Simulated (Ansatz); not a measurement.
# Phonons of LuH2 (Fm-3m) against volume

Does LuH2 (Fm-3m) expand much on heating, by its phonons?

Method: DFT PBEsol, scalar-relativistic, plane waves, PAW; PAW set soft_1, in Ansatz 0.2.0.

## Step 1: The starting structure

It takes space group Fm-3m (No. 225, cubic). Conventional cell: a = 4.958 Å, b = 4.958 Å, c = 4.958 Å, α = 90.00°, β = 90.00°, γ = 90.00°. Nearest to Lu lie 8 H at 2.15 Å. Nearest to H lie 4 Lu at 2.15 Å. Farther neighbours are not listed.

Structure file:

```cif
data_structure
_symmetry_space_group_name_H-M 'Fm-3m'
_symmetry_Int_Tables_number 225
_cell_length_a 4.9575
_cell_length_b 4.9575
_cell_length_c 4.9575
_cell_angle_alpha 90.000
_cell_angle_beta 90.000
_cell_angle_gamma 90.000
_cell_volume 121.84
loop_
_atom_site_label
_atom_site_type_symbol
_atom_site_symmetry_multiplicity
_atom_site_Wyckoff_symbol
_atom_site_fract_x
_atom_site_fract_y
_atom_site_fract_z
_atom_site_occupancy
Lu1 Lu 4 a 0.00000 0.00000 0.00000 1
H1 H 8 c 0.25000 0.75000 0.75000 1
```

## Step 2: Response at finite wavevector

The cell comes from relaxations at this level that are not shown. Stability and thermal properties need the whole zone. Linear response on a 4×4×4 q mesh gives force constants as far as a supercell of that size would.

Contents of input.yaml:

```yaml
crystal:
  lattice:
    - [0.0, 2.4787567742, 2.4787567742]
    - [2.4787567742, 0.0, 2.4787567742]
    - [2.4787567742, 2.4787567742, 0.0]
  atoms:
    - { symbol: Lu, position: [0.0, 0.0, 0.0] }
    - { symbol: H, position: [0.25, 0.25, 0.25] }
    - { symbol: H, position: [0.75, 0.75, 0.75] }
kpoints:
  mp_grid: { grid: [16, 16, 16] }
hamiltonian:
  xc: pbesol
  pseudopotentials: { kind: paw, azcp: { folder: soft_1 }, xc_functional: pbe }
scf:
  occupations: { method: methfessel_paxton, width: 0.2 }
output:
  eigenvalues: true
phonons:
  method: dfpt
  qmesh: [4, 4, 4]
  temperatures: { t_max: 1000, t_step: 50 }
  qpath:
    path:
      - [[0.0, 0.0, 0.0], [0.5, 0.0, 0.5], [0.625, 0.25, 0.625]]
      - [[0.375, 0.375, 0.75], [0.0, 0.0, 0.0], [0.5, 0.5, 0.5], [0.5, 0.25, 0.75], [0.5, 0.0, 0.5]]
    npoints: 10
```

Run with:

```bash
$ ansatz run input.yaml --threads 4 --pin off --max-ram 10240MiB --backend cpu --events-out ev --progress --plain --runs-dir out
```

Numbers of over 12 decimals in the logs are rounded to 6 here.

What it wrote:

```text
Engine: ansatz 0.2.0, aarch64-unknown-linux-gnu
Pseudopotentials: kind: paw
Pseudopotential: Lu, paw, valence charge 25, recommended cutoff 420 eV (normal), soft_1/Lu.paw.azcp
Pseudopotential: H, paw, valence charge 1, recommended cutoff 420 eV (normal), soft_1/H.paw.azcp
Functional definition: PBEsol
  exchange = pbesol_x
  correlation = pbesol_c
Crystal: 3 atoms, lattice volume = 30.460 Å³
Basis set: ecut = 420 eV, 609 PW (Γ), exchange–correlation on 48×48×48 points (8 copies of the dense FFT grid, shifted against one another)
Bands: 18, of which v1, the nominal top of the filled ones, is band 14 counted from 1 (13 counted from 0)
Symmetry: 48 space group operations
k-points: 145 of 4096
Non-local potential: Lu, projectors of the file, l = 0: 3, l = 1: 2, l = 2: 2, l = 3: 3
Non-local potential: H, projectors of the file, l = 0: 2, l = 1: 1
PAW form: soft (Blöchl's): semilocal exchange-correlation on the pseudo side does not see the compensation charge
PAW frozen core: Lu, regenerated for the run's functional, and the local potential with it (the file was generated under x = pbe(κ = 0.804, μ = 0.219515), c = pbe(β = 0.066725))
PAW one-centre angular grid: Lu, 590 points (default); XC on 64 Gauss nodes
PAW one-centre angular grid: H, 110 points (default); XC on 64 Gauss nodes
Initial density: superposition of atomic densities (chi_scale 0.1, normalization cell, long waves kept (reshape's long-wave potential 0.00 eV rms))
Initial wavefunctions: pseudopotential atomic-orbital guess
Functional: x = pbesol(κ = 0.804, μ = 0.123457), c = pbesol(β = 0.046)
SCF iter   1: F=—  HF=-14646.327676 eV  |F-HF|=—  |Δ(HF+E_count)|=         —  Δρ=9.14e-2  dr2=2.08e0  ethr=3.10e-3  ⟨swp⟩=5.2  Hψ=15234  notcnv=0
preconditioner: auto → Kerker (q_TF=auto, 2.674 Å⁻¹)  [metal: Δε(μ)=0.014 eV  Ē_g=13.144 eV  σ=0.200 eV  W_gap=0.06  n_scr=14 (ndim 8)  ℏωp=33.6 eV  f_vac=0.000  D(μ)=0.61/eV (n_scr^D=0)]
SCF iter   2: F=—  HF=-14645.852568 eV  |F-HF|=—  |Δ(HF+E_count)|=   4.75e-1  S|Δr|=    0.00e0  Δρ=3.95e-2  dr2=4.51e-1  ethr=3.10e-3  ⟨swp⟩=3.6  Hψ=7784  notcnv=0  defer=44
SCF iter   3: F=—  HF=-14645.684066 eV  |F-HF|=—  |Δ(HF+E_count)|=   1.69e-1  S|Δr|=    0.00e0  Δρ=2.92e-2  dr2=2.68e-1  ethr=1.67e-3  ⟨swp⟩=4.0  Hψ=7819  notcnv=0  defer=43
SCF iter   4: F=—  HF=-14645.560124 eV  |F-HF|=—  |Δ(HF+E_count)|=   1.24e-1  S|Δr|=    0.00e0  Δρ=8.59e-3  dr2=1.29e-2  ethr=9.92e-4  ⟨swp⟩=3.0  Hψ=6799  notcnv=0  defer=43
SCF iter   5: F=—  HF=-14645.571859 eV  |F-HF|=—  |Δ(HF+E_count)|=   1.17e-2  S|Δr|=    0.00e0  Δρ=3.93e-3  dr2=3.64e-3  ethr=4.76e-5  ⟨swp⟩=3.1  Hψ=8223  notcnv=0  defer=43
SCF iter   6: F=—  HF=-14645.568135 eV  |F-HF|=—  |Δ(HF+E_count)|=   3.72e-3  S|Δr|=    0.00e0  Δρ=8.35e-4  dr2=2.52e-4  ethr=1.35e-5  ⟨swp⟩=3.2  Hψ=5627  notcnv=0  defer=43
SCF iter   7: F=—  HF=-14645.567913 eV  |F-HF|=—  |Δ(HF+E_count)|=   2.22e-4  S|Δr|=    0.00e0  Δρ=2.16e-4  dr2=1.99e-5  ethr=9.33e-7  ⟨swp⟩=3.4  Hψ=7241  notcnv=0  defer=43
SCF iter   8: F=—  HF=-14645.567907 eV  |F-HF|=—  |Δ(HF+E_count)|=   6.19e-6  S|Δr|=    0.00e0  Δρ=6.91e-5  dr2=1.57e-6  ethr=7.36e-8  ⟨swp⟩=2.1  Hψ=4289  notcnv=0  defer=43
SCF iter   9: F=—  HF=-14645.567907 eV  |F-HF|=—  |Δ(HF+E_count)|=   1.38e-7  S|Δr|=    0.00e0  Δρ=1.97e-5  dr2=6.40e-8  ethr=5.81e-9  ⟨swp⟩=2.6  Hψ=5015  notcnv=0  defer=43
SCF iter  10: F=—  HF=-14645.567907 eV  |F-HF|=—  |Δ(HF+E_count)|=   3.28e-8  S|Δr|=    0.00e0  Δρ=1.59e-6  dr2=6.47e-10  ethr=2.37e-10  ⟨swp⟩=3.0  Hψ=5735  notcnv=0  defer=43
SCF iter  11: F=—  HF=-14645.567907 eV  |F-HF|=—  |Δ(HF+E_count)|=  4.55e-11  S|Δr|=    0.00e0  Δρ=2.69e-7  dr2=1.39e-11  ethr=2.40e-12  ⟨swp⟩=2.4  Hψ=4698  notcnv=0  defer=43
SCF iter  12: F=-14645.567907 eV  HF=-14645.567907 eV  |F-HF|=3.64e-12  |Δ(HF+E_count)|=  1.82e-12  S|Δr|=    0.00e0  Δρ=3.40e-8  dr2=1.42e-13  ethr=1.00e-12  ⟨swp⟩=11.5  Hψ=20540  notcnv=0
SCF 1 converged in 12 iterations: F = -14645.567907 eV  dr2 = 1.42e-13
  greatest PAW one-centre occupation: 0.998 electrons in one spin orbital (limit 2), on the Lu atom at site 0 (counted from 0), in its partial waves of l = 0
phonons: the bands overlap, so this run is a metal and interpolates without the dipole-dipole term. If the crystal is really an insulator or semiconductor, its LO-TO splitting is missing
NSCF: frozen V_eff on 145 k-points
WARN: eigensolver did not converge in 8 slots of this pass, the one above among them; of largest residual over every band (k=69): 1 band(s) unlocked (lowest unlocked band 17, counted from 0; max residual 1.31e-3 eV among the unlocked bands, 1.31e-3 eV over every band); of lowest unlocked band (k=30): band 17
NSCF: frozen V_eff on 349 k-points
DFPT response loops at q = (0, 0, 0) (fractional): preconditioner auto → Kerker (q_TF=auto, 2.674 Å⁻¹) (partly filled bands, converged f_vac=0.000); β = 1.00, the filter's whole step (`scf.mixing.beta` (0.50) is not read by the response loops under this deck's `scf.mixing.preconditioner`; to damp them name `kerker` or `kerker_dos`, under which they read `scf.mixing.beta`, and type it under 1.00, their step now; both keys bind the ground state too); Broyden in place of MSR1
NSCF: frozen V_eff on 4352 k-points
DFPT response loops at q = (0, 0, 0.25) (fractional): mixed as the last ones told, above
NSCF: frozen V_eff on 2196 k-points
DFPT response loops at q = (0, 0, -0.5) (fractional): mixed as the last ones told, above
NSCF: frozen V_eff on 2320 k-points
DFPT response loops at q = (0, 0.25, 0.25) (fractional): mixed as the last ones told, above
NSCF: frozen V_eff on 8192 k-points
DFPT response loops at q = (0, 0.25, -0.5) (fractional): mixed as the last ones told, above
NSCF: frozen V_eff on 4352 k-points
DFPT response loops at q = (0, 0.25, -0.25) (fractional): mixed as the last ones told, above
NSCF: frozen V_eff on 1242 k-points
DFPT response loops at q = (0, -0.5, -0.5) (fractional): mixed as the last ones told, above
NSCF: frozen V_eff on 2320 k-points
DFPT response loops at q = (0.25, -0.5, -0.25) (fractional): mixed as the last ones told, above
SCF converged after 12 iterations
Stability not checked: this state was not tested for a lower state beside it, because cold or Methfessel-Paxton smearing, or corrected tetrahedra, fill the levels in a way that the test cannot read (fill_not_monotonic; see scf.lower_state_search)
Free energy (F): -14645.567907 eV
Harris-Foulkes:  -14645.567907 eV  (|F-HF|=3.64e-12)
Internal energy: -14645.567708 eV  (E = F + TS)
E sigma→0 (E₀):  -14645.567858 eV
Entropy (-TS):   -0.000199 eV (-0.066 meV/atom)
Fermi energy:    13.778815 eV
--- Per-component energies (eV) ---
  E_band       = 11.360270
  E_kinetic    = 449.976234
  E_local      = -6799.013946  (includes V_loc(G=0)·N_el)
  E_nonlocal   = 684.412097
  E_hartree    = 2839.941958
  E_xc         = -226.289990
  E_vxc        = -278.207196  (∫ρ·V_xc dr)
  E_paw        = -7301.198980  (= ΣΔE_a)
  E_vpaw       = 274.311129  (= ΣTr[D̂ρ^β])
  E_aug_tail   = -0.001985  (compensation charges beyond the density's cutoff)
  E_ewald      = -4294.584980
  E_core_change = 1.191885  (= ΣΔE_core)
  E_smearing   = -0.000199  (= −TS)
  E_closure    = 0.000000  (closes the sum)
  Σ components = -14645.567907   (vs F -14645.567907, Δ=0.00e0)
--- Band table (eV; the first three rows and the last of 145) ---
  k-point 0: bands = [... 10 lower, 9.0851, 9.0851, 13.4681, 15.1952, 15.1952, 15.1952, 18.1705, 18.1705]
  k-point 1: bands = [... 10 lower, 9.0815, 9.0852, 12.9432, 15.2506, 15.2506, 15.8342, 18.0998, 18.0998]
  k-point 2: bands = [... 10 lower, 9.0719, 9.0855, 12.1096, 15.3943, 15.3943, 16.9851, 17.9439, 17.9439]
  k-point 144: bands = [... 10 lower, 9.0478, 9.3875, 9.3875, 12.6438, 15.6065, 20.1141, 20.5689, 20.5689]
--- Phonons (Γ-DFPT): 2 representative perturbations + reference (Σ response iterations 7) ---
  ASR residual: 3.390e-5 → 0.000e0 eV/Å²; symmetrization residual: 2.319e-7 eV/Å²
  ASR residual per site (eV/Å²): 3.39e-5 2.42e-7 2.42e-7
  Γ frequencies (cm⁻¹): 0.00 0.00 0.00 996.92 996.92 996.92 1206.70 1206.70 1206.70
--- Phonons (arbitrary-q DFPT): 8 irreducible q on the 4×4×4 mesh ---
  q = [0.0000, 0.0000, 0.0000] (star 1, of the zone-centre solve; hermiticity 6.37e-8, symmetrization 8.10e-13): -0.00 -0.00 0.00 996.92 996.92 996.92 1206.70 1206.70 1206.70
  q = [0.0000, 0.0000, 0.2500] (star 8, 2 solved perturbations on 2176 of 4096 k-point pairs; hermiticity 3.73e-8, symmetrization 3.98e-10): 63.36 63.36 108.96 1011.00 1011.00 1081.28 1146.37 1178.69 1178.69
  q = [0.0000, 0.0000, -0.5000] (star 4, 2 solved perturbations on 1098 of 4096 k-point pairs; hermiticity 2.01e-6, symmetrization 1.01e-6): 87.34 87.34 129.93 1034.60 1034.60 1049.83 1138.91 1138.91 1148.36
  q = [0.0000, 0.2500, 0.2500] (star 6, 4 solved perturbations in 3616 linear systems a pass and spin channel, the states on 1160 of 4096 k-point pairs; hermiticity 3.30e-8, symmetrization 2.35e-9): 85.59 85.59 112.55 1015.80 1015.80 1100.81 1116.84 1169.63 1169.63
  q = [0.0000, 0.2500, -0.5000] (star 24, 4 solved perturbations in 12544 linear systems a pass and spin channel, the states on 4096 of 4096 k-point pairs; hermiticity 1.51e-8, symmetrization 1.06e-9): 98.42 109.26 130.52 1035.56 1044.30 1050.06 1115.19 1134.62 1170.15
  q = [0.0000, 0.2500, -0.2500] (star 12, 4 solved perturbations in 6672 linear systems a pass and spin channel, the states on 2176 of 4096 k-point pairs; hermiticity 1.86e-6, symmetrization 9.30e-7): 82.97 116.67 121.65 1012.11 1045.77 1077.98 1132.86 1141.68 1159.47
  q = [0.0000, -0.5000, -0.5000] (star 3, 4 solved perturbations in 1940 linear systems a pass and spin channel, the states on 621 of 4096 k-point pairs; hermiticity 6.20e-9, symmetrization 2.56e-9): 116.06 116.06 162.47 1025.17 1082.36 1082.36 1114.68 1114.68 1179.54
  q = [0.2500, -0.5000, -0.2500] (star 6, 4 solved perturbations in 3498 linear systems a pass and spin channel, the states on 1160 of 4096 k-point pairs; hermiticity 1.38e-6, symmetrization 6.92e-7): 96.34 141.34 141.34 1010.09 1079.54 1092.06 1096.59 1096.59 1203.86
  sum rule: each row above includes the acoustic sum rule's correction from the zone centre's row sums; it moved no ω² by more than (0.26 cm⁻¹)²
  mesh force constants: q→R imaginary residual 1.70e-18; ASR residual 3.390e-5 → 0.000e0 eV/Å²; symmetrization residual 7.105e-15 eV/Å²
  interpolated dispersion: 62 rows × 9 modes
  density of states and harmonic sums: on the 24×24×24 q-mesh, interpolated from the force constants of a 4×4×4 supercell (no non-analytic term)
  largest difference from the sums on the solved wave vectors: F 1.26e-2 eV, S 1.66e-5 and C_V 4.02e-6 eV/K
  zero-point energy: 0.426975 eV/cell   skipped modes (ω ≤ 0): 3   left out of the sums: 2.41e-5 of the cell's modes: C_V's classical limit lies that fraction below 3 k_B per atom; for a crystal, a wire or a layer, F and S can be off by more, and a phonons.interpolated_qmesh denser along its periods is the remedy for the sampling
```

Run time: 9.2 min. Hardware: 4 threads of Arm Neoverse V1, shared host; peak memory 5.2 GiB; 36 min of CPU time.

Reading the cycles: dr2 is the Hartree energy of the density residual (eV), the measure of convergence; HF is the Harris–Foulkes estimate of the energy, which meets the free energy F at convergence.

Numbers from this step:

| Item | Value |
| --- | --- |
| volume per atom | 10.15 Å³ |
| gap on the k-mesh | 0 eV |
| sum-rule residual before enforcement | 3.39e-5 eV/Å² |
| lowest frequency on the path | 0 cm⁻¹ |
| point group | m-3m |
| highest frequency on the path or at a solved wavevector | 1207 cm⁻¹ |
| mean frequency | 765.3 cm⁻¹ |
| Debye temperature (second moment) | 1667 K |
| logarithmic mean frequency | 497 cm⁻¹ |
| highest optical mode at the zone centre (no LO-TO term) | 1207 cm⁻¹ |
| lowest optical zone-centre mode | 996.9 cm⁻¹ |
| lowest mode on the q mesh (acoustic modes at Γ apart) | 63.36 cm⁻¹ |
| zero-point energy per atom | 142.3 meV |
| heat capacity at 300 K | 10.59 J/(mol atoms K) |
| vibrational entropy at 300 K | 14.86 J/(mol atoms K) |
| edges of the widest gap between branches, on path and mesh | 162.5, 996.9 cm⁻¹ |

Frequencies (cm⁻¹) solved at each irreducible wavevector; negative means imaginary. Frequencies by wavevector, by row:

```tsv
q in reciprocal lattice units	star	mode 1	mode 2	mode 3	mode 4	mode 5	mode 6	mode 7	mode 8	mode 9
0 0 0	1	0	0	0	996.9	996.9	996.9	1207	1207	1207
0 0 0.25	8	63.4	63.4	109	1011	1011	1081	1146	1179	1179
0 0 -0.5	4	87.3	87.3	129.9	1035	1035	1050	1139	1139	1148
0 0.25 0.25	6	85.6	85.6	112.5	1016	1016	1101	1117	1170	1170
0 0.25 -0.5	24	98.4	109.3	130.5	1036	1044	1050	1115	1135	1170
0 0.25 -0.25	12	83	116.7	121.7	1012	1046	1078	1133	1142	1160
0 -0.5 -0.5	3	116.1	116.1	162.5	1025	1082	1082	1115	1115	1180
0.25 -0.5 -0.25	6	96.3	141.3	141.3	1010	1080	1092	1097	1097	1204
```

Symmetry leaves 8 wavevectors to solve. The lowest mode among them, the acoustic zeros apart, lies at q = (0, 0, 0.25) and is real, 63.4 cm⁻¹.

## Step 3: Relaxing at another volume, volume ratio 0.97

The volume is scaled by 0.97 and held; symmetry leaves nothing to relax, so this is a single point. The modes can then be followed against volume.

input.yaml, the sections that differ from step 2:

```yaml
crystal:
  lattice:
    - [0.0, 2.453717115, 2.453717115]
    - [2.453717115, 0.0, 2.453717115]
    - [2.453717115, 2.453717115, 0.0]
  atoms:
    - { symbol: Lu, position: [0.0, 0.0, 0.0] }
    - { symbol: H, position: [0.25, 0.25, 0.25] }
    - { symbol: H, position: [0.75, 0.75, 0.75] }
output:
  forces: true
  stress: true
  eigenvalues: true
# kpoints, hamiltonian, scf: as in step 2
# phonons: removed
```

What it wrote:

```text
[...]
Crystal: 3 atoms, lattice volume = 29.546 Å³
Basis set: ecut = 420 eV, 561 PW (Γ), exchange–correlation on 48×48×48 points (8 copies of the dense FFT grid, shifted against one another)
Bands: 18, of which v1, the nominal top of the filled ones, is band 14 counted from 1 (13 counted from 0)
Symmetry: 48 space group operations
[...]
k-points: 145 of 4096
[...]
--- Band table (eV; the first three rows and the last of 145) ---
  k-point 0: bands = [... 10 lower, 9.6389, 9.6389, 14.0084, 15.6788, 15.6788, 15.6788, 18.7541, 18.7541]
  k-point 1: bands = [... 10 lower, 9.6351, 9.6390, 13.4540, 15.7362, 15.7362, 16.3528, 18.6798, 18.6798]
  k-point 2: bands = [... 10 lower, 9.6245, 9.6394, 12.5959, 15.8849, 15.8849, 17.5434, 18.5165, 18.5165]
  k-point 144: bands = [... 10 lower, 9.5978, 9.9078, 9.9078, 13.0673, 16.1667, 20.7797, 21.2574, 21.2574]
[key lines of the parts left out:]
SCF converged after 9 iterations
Free energy (F): -14645.559082 eV
Fermi energy:    14.226793 eV
P = ⅓ Tr σ = 3.1729 GPa (31.729 kbar)
```

Run time: 1.9 s. Hardware: 4 threads; peak memory 0.36 GiB.

Numbers from this step:

```yaml
pressure: 3.173 GPa
volume_per_atom: 9.849 Å³
```

The run ends at a pressure of 3.17 GPa.

## Step 4: Phonons at the other volume, volume ratio 0.97

The phonons are repeated at this volume on the same k and q meshes.

Changes to input.yaml since step 3:

```diff
@@ -17,4 +17,11 @@
 output:
-  forces: true
-  stress: true
   eigenvalues: true
+phonons:
+  method: dfpt
+  qmesh: [4, 4, 4]
+  temperatures: { t_max: 1000, t_step: 50 }
+  qpath:
+    path:
+      - [[0.0, 0.0, 0.0], [0.5, 0.0, 0.5], [0.625, 0.25, 0.625]]
+      - [[0.375, 0.375, 0.75], [0.0, 0.0, 0.0], [0.5, 0.5, 0.5], [0.5, 0.25, 0.75], [0.5, 0.0, 0.5]]
+    npoints: 10
```

What it wrote:

```text
[...]
Crystal: 3 atoms, lattice volume = 29.546 Å³
Basis set: ecut = 420 eV, 561 PW (Γ), exchange–correlation on 48×48×48 points (8 copies of the dense FFT grid, shifted against one another)
Bands: 18, of which v1, the nominal top of the filled ones, is band 14 counted from 1 (13 counted from 0)
Symmetry: 48 space group operations
k-points: 145 of 4096
[...]
SCF iter   1: F=—  HF=-14646.343744 eV  |F-HF|=—  |Δ(HF+E_count)|=         —  Δρ=9.53e-2  dr2=2.16e0  ethr=3.10e-3  ⟨swp⟩=5.1  Hψ=15253  notcnv=0
[...]
SCF iter  12: F=-14645.559082 eV  HF=-14645.559082 eV  |F-HF|=3.64e-12  |Δ(HF+E_count)|=  1.82e-12  S|Δr|=    0.00e0  Δρ=3.20e-8  dr2=1.05e-13  ethr=1.00e-12  ⟨swp⟩=11.1  Hψ=19853  notcnv=0
SCF 1 converged in 12 iterations: F = -14645.559082 eV  dr2 = 1.05e-13
[...]
NSCF: frozen V_eff on 145 k-points
[...]
SCF converged after 12 iterations
[...]
Free energy (F): -14645.559082 eV
[...]
Internal energy: -14645.558855 eV  (E = F + TS)
E sigma→0 (E₀):  -14645.559025 eV
Entropy (-TS):   -0.000227 eV (-0.076 meV/atom)
Fermi energy:    14.226790 eV
[...]
--- Band table (eV; the first three rows and the last of 145) ---
  k-point 0: bands = [... 10 lower, 9.6386, 9.6386, 14.0083, 15.6788, 15.6788, 15.6788, 18.7541, 18.7541]
  k-point 1: bands = [... 10 lower, 9.6347, 9.6387, 13.4540, 15.7363, 15.7363, 16.3529, 18.6799, 18.6799]
  k-point 2: bands = [... 10 lower, 9.6242, 9.6390, 12.5958, 15.8850, 15.8850, 17.5434, 18.5165, 18.5165]
  k-point 144: bands = [... 10 lower, 9.5974, 9.9076, 9.9076, 13.0673, 16.1667, 20.7798, 21.2575, 21.2575]
[...]
ASR residual: 1.724e-5 → 0.000e0 eV/Å²; symmetrization residual: 1.463e-7 eV/Å²
  ASR residual per site (eV/Å²): 1.72e-5 2.00e-6 2.00e-6
  Γ frequencies (cm⁻¹): 0.00 0.00 0.00 1037.48 1037.48 1037.48 1243.41 1243.41 1243.41
--- Phonons (arbitrary-q DFPT): 8 irreducible q on the 4×4×4 mesh ---
[...]
interpolated dispersion: 62 rows × 9 modes
[...]
```

Elapsed: 9.2 min, on 4 threads; peak memory 5.1 GiB; 36 min of CPU time.

Numbers from this step:

```yaml
sum_rule_residual_before_enforcement: 1.72e-5 eV/Å²
highest_frequency_on_the_path_or_at_a_solved_wavevector: 1243 cm⁻¹
mean_frequency: 791.6 cm⁻¹
debye_temperature_second_moment: 1725 K
logarithmic_mean_frequency: 513.2 cm⁻¹
highest_optical_mode_at_the_zone_centre_no_lo_to_term: 1243 cm⁻¹
lowest_optical_zone_centre_mode: 1037 cm⁻¹
lowest_mode_on_the_q_mesh_acoustic_modes_at_gamma_apart: 64.18 cm⁻¹
zero_point_energy_per_atom: 147.2 meV
heat_capacity_at_300_k: 10.31 J/(mol atoms K)
vibrational_entropy_at_300_k: 14.55 J/(mol atoms K)
edges_of_the_widest_gap_between_branches_on_path_and_mesh: 168.6, 1038 cm⁻¹
```

Frequencies (cm⁻¹) solved at each irreducible wavevector; negative means imaginary. Frequencies by wavevector, by row:

```tsv
q in reciprocal lattice units	star	mode 1	mode 2	mode 3	mode 4	mode 5	mode 6	mode 7	mode 8	mode 9
0 0 0	1	0	0	0	1038	1038	1038	1243	1243	1243
0 0 0.25	8	64.2	64.2	113.5	1051	1051	1120	1183	1216	1216
0 0 -0.5	4	88.5	88.5	135.5	1072	1072	1087	1178	1178	1185
0 0.25 0.25	6	87.8	87.8	116.8	1056	1056	1139	1155	1206	1206
0 0.25 -0.5	24	100.8	112.2	135.7	1074	1084	1088	1154	1173	1205
0 0.25 -0.25	12	83.9	120.4	126.4	1050	1084	1116	1171	1181	1194
0 -0.5 -0.5	3	119.8	119.8	168.6	1064	1124	1124	1148	1148	1215
0.25 -0.5 -0.25	6	98.2	146.2	146.2	1051	1120	1128	1134	1134	1238
```

The highest optical mode at the zone centre (no LO-TO term) is 1243.4 cm⁻¹, +36.7 cm⁻¹ against the base run.

(Part 1 of 2 ends here.)

[Logs are printed without paths, hosts, clocks, repeated set-up lines and the standing remarks that a program may print on its own settings, such as how far it seeks lower states.]

[Hosts, paths, dates, database ids (printed as entryN), source tags and the programs' standing remarks are cut or masked in the printed files.]
